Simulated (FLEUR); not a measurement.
## FePt (volume factor 0.88 on the database's cell): anisotropy by force theorems

Aim: the anisotropy of FePt (volume factor 0.88 on the database's cell) from single passes in the potential of one collinear state.

Calculated with FLEUR MaX-R8.1; PBE; all-electron FLAPW, Dirac cores, scalar-relativistic bands.

Most raw output is cut from this account.

## 1. Starting point

The structure is tetragonal, space group P4/mmm (No. 123). Conventional cell: a = 2.610 Å, b = 2.610 Å, c = 3.565 Å, α = 90.00°, β = 90.00°, γ = 90.00°. Nearest to Fe lie 8 Pt at 2.57 Å and 4 Fe at 2.61 Å. Nearest to Pt lie 8 Fe at 2.57 Å and 4 Pt at 2.61 Å. Farther neighbours are not listed.

As a file:

```cif
data_structure
_symmetry_space_group_name_H-M 'P4/mmm'
_symmetry_Int_Tables_number 123
_cell_length_a 2.6099
_cell_length_b 2.6099
_cell_length_c 3.5648
_cell_angle_alpha 90.000
_cell_angle_beta 90.000
_cell_angle_gamma 90.000
_cell_volume 24.28
loop_
_atom_site_label
_atom_site_type_symbol
_atom_site_symmetry_multiplicity
_atom_site_Wyckoff_symbol
_atom_site_fract_x
_atom_site_fract_y
_atom_site_fract_z
_atom_site_occupancy
Fe1 Fe 1 a 0.00000 0.00000 0.00000 1
Pt1 Pt 1 d 0.50000 0.50000 0.50000 1
```

The cell is strained on purpose: volume factor 0.88 on the database's cell.

## 2. Reference state

The force theorems are single passes in this state's potential, so it has to be converged first.

No symmetry is used, so that later steps may turn the spins freely; k and −k are joined. inpgen writes inp.xml from crystal.txt; cutoffs, mixing, functional, smearing and local orbitals are then set in the file. The k list scf (kpts.xml, not shown) is a Γ-centred 12×12×12 mesh; where the ranks do not divide the number of points, some are split in two of half the weight.

The input, inp.xml:

```
<?xml version="1.0" encoding="UTF-8" standalone="no"?>
<fleurInput fleurInputVersion="0.39">
   <comment>
      FePt
   </comment>
   <calculationSetup>
      <cutoffs Kmax="3.6" Gmax="10.8" GmaxXC="10.8" numbands="0"/>
      <scfLoop itmax="110" minDistance="0.00002" maxIterBroyd="15" imix="Anderson" alpha="0.05" precondParam="0.0" spinf="2.0" sdNocoIR="T"/>
      <coreElectrons ctail="F" frcor="F" kcrel="0" coretail_lmax="0"/>
      <xcFunctional name="pbe" relativisticCorrections="F"/>
      <magnetism jspins="2" l_noco="F" l_ss="F">
         <qss>0.0 0.0 0.0</qss>
         <mtNocoParams l_mperp="F" l_mtNocoPot="F" l_relaxSQA="F" mag_mixing_scheme="0" mix_RelaxWeightOffD="1.0" l_constrained="F" mix_constr="1.0"/>
         <sourceFreeMag l_sourceFree="F" l_scaleMag="F" mag_scale="1.0"/>
      </magnetism>
      <soc l_soc="F" theta="0.0" phi="0.0" spav="F"/>
      <expertModes spex="0" secvar="F"/>
      <geometryOptimization l_f="F" forcealpha="1.0" forcemix="BFGS" epsdisp="0.00001" epsforce="0.00001"/>
      <ldaU l_linMix="F" mixParam="0.05" spinf="1.0"/>
   </calculationSetup>
   <cell>
      <bzIntegration valenceElectrons="32.0" mode="hist" fermiSmearingEnergy="0.00183747">
         <kPointListSelection listName="scf"/>
         <xi:include xmlns:xi="http://www.w3.org/2001/XInclude" href="kpts.xml"> </xi:include>
      </bzIntegration>
      <xi:include xmlns:xi="http://www.w3.org/2001/XInclude" href="sym.xml"> </xi:include>
      <bulkLattice scale="1.0">
         <bravaisMatrix>
            <row-1>    4.9319705123182453     0.0000000000000000     0.0000000000000000</row-1>
            <row-2>    0.0000000000000000     4.9319705123182453     0.0000000000000000</row-2>
            <row-3>    0.0000000000000000     0.0000000000000000     6.7365266237907395</row-3>
         </bravaisMatrix>
      </bulkLattice>
   </cell>
   <atomSpecies>
      <species name="Iron (Fe) 2.800" element="Fe" atomicNumber="26">
         <mtSphere radius="2.36" gridPoints="781" logIncrement="0.016"/>
         <atomicCutoffs lmax="8" lnonsphr="6"/>
         <electronConfig flipSpins="F">
            <coreConfig>(1s1/2) (2s1/2) (2p1/2) (2p3/2)</coreConfig>
            <valenceConfig>(3s1/2) (3p1/2) (3p3/2) (4s1/2) (3d3/2) (3d5/2)</valenceConfig>
            <stateOccupation state="(3d3/2)" spinUp="1.4" spinDown="1.0"/>
            <stateOccupation state="(3d5/2)" spinUp="3.0" spinDown="0.6"/>
         </electronConfig>
         <energyParameters s="4" p="4" d="3" f="4"/>
         <lo type="SCLO" l="0" n="3" eDeriv="0"/>
         <lo type="SCLO" l="1" n="3" eDeriv="0"/>
      </species>
      <species name="Platinum (Pt)" element="Pt" atomicNumber="78">
         <mtSphere radius="2.36" gridPoints="781" logIncrement="0.017"/>
         <atomicCutoffs lmax="8" lnonsphr="6"/>
         <electronConfig flipSpins="F">
            <coreConfig>(1s1/2) (2s1/2) (2p1/2) (2p3/2) (3s1/2) (3p1/2) (3p3/2) (4s1/2) (3d3/2) (3d5/2) (4p1/2) (4p3/2) (5s1/2) (4d3/2) (4d5/2) (4f5/2) (4f7/2)</coreConfig>
            <valenceConfig>(5p1/2) (5p3/2) (6s1/2) (5d3/2) (5d5/2)</valenceConfig>
            <stateOccupation state="(6s1/2)" spinUp="0.500000" spinDown="0.500000"/>
            <stateOccupation state="(5d3/2)" spinUp="1.800000" spinDown="1.800000"/>
            <stateOccupation state="(5d5/2)" spinUp="2.700000" spinDown="2.700000"/>
         </electronConfig>
         <energyParameters s="6" p="6" d="5" f="5"/>
         <lo type="SCLO" l="1" n="5" eDeriv="0"/>
      </species>
   </atomSpecies>
   <atomGroups>
      <atomGroup species="Iron (Fe) 2.800">
         <relPos label="                   1">.0000000000 .0000000000 .0000000000</relPos>
         <force calculate="T" relaxXYZ="TTT"/>
         <nocoParams  alpha="0.0" beta="0.0"/>
      </atomGroup>
      <atomGroup species="Platinum (Pt)">
         <relPos label="                   2">1.000/2.000 1.000/2.000 1.000/2.000</relPos>
         <force calculate="T" relaxXYZ="TTT"/>
         <nocoParams  alpha="0.0" beta="0.0"/>
      </atomGroup>
   </atomGroups>
   <output dos="F" band="F" slice="F">
      <bandDOS minEnergy="-.5*Htr" maxEnergy="0.5*Htr" sigma="0.015" storeEVData="T"/>
      <plotting iplot="0" polar="F">
         <plot TwoD="T" vec1="  1.0  0.0  0.0" vec2="  0.0  1.0  0.0" vec3="  0.0  0.0  1.0" zero="  0.0  0.0  0.0" file="plot"/>
      </plotting>
      <moessbauerParams electricFieldGradient="F" isomerShift="F" coreHyperfine="F" valenceHyperfine="F"/>
   </output>
</fleurInput>
```

The input, crystal.txt:

```
FePt
&input film=F cartesian=F /
2.60988640000  0.00000000000  0.00000000000
0.00000000000  2.60988640000  0.00000000000
0.00000000000  0.00000000000  3.56481637000
1.8897261246
1.0 1.0 1.0

2
26 0.00000000000  0.00000000000  0.00000000000 : 2.800
78 0.50000000000  0.50000000000  0.50000000000

&kpt div1=12 div2=12 div3=12 gamma=T /
```

Run with:

```
$ OMP_NUM_THREADS=1 inpgen -f crystal.txt -nosym -noco > inpgen.log  # inp.xml is then edited as shown
$ OMP_NUM_THREADS=1 mpirun -n 4 fleur_MPI > fleur.log
```

Wall time 2.9 min (4 MPI ranks of Arm Neoverse V2, shared host); peak memory 0.54 GiB.

Numbers from this step:

* free energy: -536595.7701 eV
* program's band gap on this mesh (in a metal only a level spacing): 0 eV
* magnetization: 3.009 μB
* final state: ferromagnetic
* largest moment: 2.695 μB

After 25 cycles the largest moment stands at 2.69 μB.

## 3. Energy against the direction of the moments, rung 1

Anisotropy is a small difference, so it is taken from sums over occupied states at a frozen potential, where most errors cancel.

One pass with spin–orbit coupling for each direction, from the saved density. Inversion lets half of the mesh serve, which the program's warning doesn't know. The k list mae (kpts.xml, not shown) is a Γ-centred 15×15×11 mesh.

Changes to inp.xml since step 2:

```diff
@@ -6,4 +6,4 @@
    <calculationSetup>
-      <cutoffs Kmax="3.6" Gmax="10.8" GmaxXC="10.8" numbands="0"/>
-      <scfLoop itmax="110" minDistance="0.00002" maxIterBroyd="15" imix="Anderson" alpha="0.05" precondParam="0.0" spinf="2.0" sdNocoIR="T"/>
+      <cutoffs Kmax="3.6" Gmax="10.8" GmaxXC="10.8" numbands="72"/>
+      <scfLoop itmax="1" minDistance="0.00002" maxIterBroyd="15" imix="Anderson" alpha="0.05" precondParam="0.0" spinf="2.0" sdNocoIR="T"/>
       <coreElectrons ctail="F" frcor="F" kcrel="0" coretail_lmax="0"/>
@@ -15,3 +15,3 @@
       </magnetism>
-      <soc l_soc="F" theta="0.0" phi="0.0" spav="F"/>
+      <soc l_soc="T" theta="0.0" phi="0.0" spav="F"/>
       <expertModes spex="0" secvar="F"/>
@@ -22,3 +22,3 @@
       <bzIntegration valenceElectrons="32.0" mode="hist" fermiSmearingEnergy="0.00183747">
-         <kPointListSelection listName="scf"/>
+         <kPointListSelection listName="mae"/>
          <xi:include xmlns:xi="http://www.w3.org/2001/XInclude" href="kpts.xml"> </xi:include>
@@ -81,2 +81,5 @@
    </output>
+   <forceTheorem>
+      <MAE theta="0.0 1.5707963 1.5707963 0.7853982" phi="0.0 0.0 0.7853982 0.0"/>
+   </forceTheorem>
 </fleurInput>
```

Run with:

```
$ OMP_NUM_THREADS=1 mpirun -n 4 fleur_MPI -warn_only > fleur.log
```

Wall time 70 s (4 MPI ranks); peak memory 1.1 GiB; 4.6 min of CPU time.

Anisotropy energies, by row:

| axis | x | y | z | band energy less the first axis' (meV a cell) |
| --- | --- | --- | --- | --- |
| [001] | 0 | 0 | 1 | 0 |
| [100] | 1 | 0 | 0 | 3.044 |
| [110] | 0.7071 | 0.7071 | 0 | 2.994 |
| 45 degrees from [001] toward [100] | 0.7071 | 0 | 0.7071 | 1.518 |

Indices are those of the standard conventional cell; x, y, z give the same directions in the axes of the input.

## 4. Anisotropy by the force theorem, rung 2

A second rung shows how far the first can be trusted.

The k list mae (kpts.xml, not shown) is a Γ-centred 21×21×16 mesh.

inp.xml is that of step 3.

The job ended after 3.3 min (4 MPI ranks; peak memory 2.8 GiB).

Anisotropy energies, by row:

| axis | x | y | z | band energy less the first axis' (meV a cell) |
| --- | --- | --- | --- | --- |
| [001] | 0 | 0 | 1 | 0 |
| [100] | 1 | 0 | 0 | 3.642 |
| [110] | 0.7071 | 0.7071 | 0 | 3.613 |
| 45 degrees from [001] toward [100] | 0.7071 | 0 | 0.7071 | 1.814 |

## 5. Spin–orbit coupling, moments along [001]

Spin–orbit coupling ties the spins to the lattice and lets orbital moments form.

A new self-consistent run of the start ferro +, with the moments along z. The k list default-1 (kpts.xml, not shown) is a Γ-centred 21×21×16 mesh.

Changes to inp.xml since step 2:

```diff
@@ -6,12 +6,8 @@
    <calculationSetup>
-      <cutoffs Kmax="3.6" Gmax="10.8" GmaxXC="10.8" numbands="0"/>
+      <cutoffs Kmax="3.6" Gmax="10.8" GmaxXC="10.8" numbands="72"/>
       <scfLoop itmax="110" minDistance="0.00002" maxIterBroyd="15" imix="Anderson" alpha="0.05" precondParam="0.0" spinf="2.0" sdNocoIR="T"/>
-      <coreElectrons ctail="F" frcor="F" kcrel="0" coretail_lmax="0"/>
+      <coreElectrons ctail="T" frcor="F" kcrel="0" coretail_lmax="0"/>
       <xcFunctional name="pbe" relativisticCorrections="F"/>
-      <magnetism jspins="2" l_noco="F" l_ss="F">
-         <qss>0.0 0.0 0.0</qss>
-         <mtNocoParams l_mperp="F" l_mtNocoPot="F" l_relaxSQA="F" mag_mixing_scheme="0" mix_RelaxWeightOffD="1.0" l_constrained="F" mix_constr="1.0"/>
-         <sourceFreeMag l_sourceFree="F" l_scaleMag="F" mag_scale="1.0"/>
-      </magnetism>
-      <soc l_soc="F" theta="0.0" phi="0.0" spav="F"/>
+      <magnetism jspins="2"/>
+      <soc l_soc="T" theta="0.0" phi="0.0" spav="F"/>
       <expertModes spex="0" secvar="F"/>
@@ -22,3 +18,3 @@
       <bzIntegration valenceElectrons="32.0" mode="hist" fermiSmearingEnergy="0.00183747">
-         <kPointListSelection listName="scf"/>
+         <kPointListSelection listName="default-1"/>
          <xi:include xmlns:xi="http://www.w3.org/2001/XInclude" href="kpts.xml"> </xi:include>
@@ -66,3 +62,2 @@
          <force calculate="T" relaxXYZ="TTT"/>
-         <nocoParams  alpha="0.0" beta="0.0"/>
       </atomGroup>
@@ -71,3 +66,2 @@
          <force calculate="T" relaxXYZ="TTT"/>
-         <nocoParams  alpha="0.0" beta="0.0"/>
       </atomGroup>
```

Changes to crystal.txt since step 2:

```diff
@@ -12,2 +12,3 @@
 
-&kpt div1=12 div2=12 div3=12 gamma=T /
+&soc 0.0000000 0.0000000 /
+&kpt div1=21 div2=21 div3=16 gamma=T /
```

Run with:

```
$ OMP_NUM_THREADS=1 inpgen -f crystal.txt > inpgen.log  # inp.xml is then edited as shown
$ OMP_NUM_THREADS=1 mpirun -n 4 fleur_MPI > fleur.log
```

Run time: 6.4 min. Hardware: 4 MPI ranks; peak memory 0.92 GiB.

Read from the output:

| Item | Value |
| --- | --- |
| free energy | -536597.0742 eV |
| program's band gap on this mesh (in a metal only a level spacing) | 0 eV |
| magnetization | 2.995 μB |
| final state | ferromagnetic |
| largest moment | 2.681 μB |
| orbital moment along the spin | 0.04856 μB |

Orbital moment in the sphere, along the spin axis by atom:

| atom | orbital moment in the sphere, along the spin axis (μB) |
| --- | --- |
| Fe1 | 0.0486 |
| Pt2 | 0.0288 |

## 6. What came out

```yaml
reference_state: ferromagnetic
largest_sphere_moment: 2.69 μB
easy_direction_of_those_tried: [001]
energy_along_100_less_001_force_theorem: 3.64 meV a primitive cell
orbital_moment_on_the_atom_of_largest_spin_along_its_spin_spin_orbit_run: 0.0486 μB
```

By the force theorem the moments prefer [001]; shape anisotropy is not in it. The difference for the second direction goes from 3.0 meV (mesh 15×15×11, 72 states, 4.6 min of CPU time) to 3.6 meV (mesh 21×21×16, 72 states, 13 min), so it is not converged. On the atom of largest spin the orbital moment is almost quenched. The state was typed, and no other order was converged beside it, so it need not be the ground state.

[Logs and program files are shortened in this print: banners, set-up blocks, solver, clock and traceback lines can be left out without a mark of their own.]

[Logs are printed without paths, hosts, clocks, repeated set-up lines and the standing remarks that a program may print on its own settings, such as how far it seeks lower states.]

[Hosts, paths, dates, database ids (printed as entryN), source tags and the programs' standing remarks are cut or masked in the printed files.]

[Where a cell is said to come from a database of computed structures, the database is the Materials Project.]
